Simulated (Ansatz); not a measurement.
Some values are withheld and marked by numbers in brackets.

## Screened interactions in ScF3 (Pm-3m)

It takes space group Pm-3m (No. 221, cubic). Conventional cell: a = 4.012 Å, b = 4.012 Å, c = 4.012 Å, α = 90.00°, β = 90.00°, γ = 90.00°. Sc has 6 F at 2.01 Å nearest. F has 2 Sc at 2.01 Å nearest. Farther neighbours and most contacts between anions are not listed.

| Property | Result |
| --- | --- |
| method | DFT, LDA, plane waves, PAW (and 1 further level or step) |
| program | Ansatz 0.2.0 |
| settings of one run | cutoff 420 eV, 8×8×8 k-mesh, smearing width 0.08 eV, default PAW, coordination {"Sc": "octahedral"}, magnetic state non-magnetic by constraint, PAW set soft 2 |
| cost | 3 runs, 1.9 min in all on 4 threads of Arm Neoverse V1, shared host (the runs of this entry) |
| notes | The cell and positions come from the Crystallography Open Database and are kept as given unless a step says otherwise. |
| Sc t2g | U 7.07 eV, U′ 6.13 eV, J 0.47 eV, bare V 15.9 eV |
| Sc t2g + anion p | [1] |
| method | constrained RPA on non-magnetic LDA, 4×4×4 mesh, static |

**Question.** What are the withheld values?

[1] Sc t2g + anion p (ScF3): U 9.06 eV, U′ 8.04 eV, J 0.52 eV, bare V 16.7 eV. With the window Sc t2g + anion p U becomes 9.06 eV and the bare V 16.67 eV, so U/V goes from 0.44 to 0.54.

[Runs of the session that timed out or met a known fault of the program may be left out.]

[Hosts, paths, dates, database ids (printed as entryN), source tags and the programs' standing remarks are cut or masked in the printed files.]
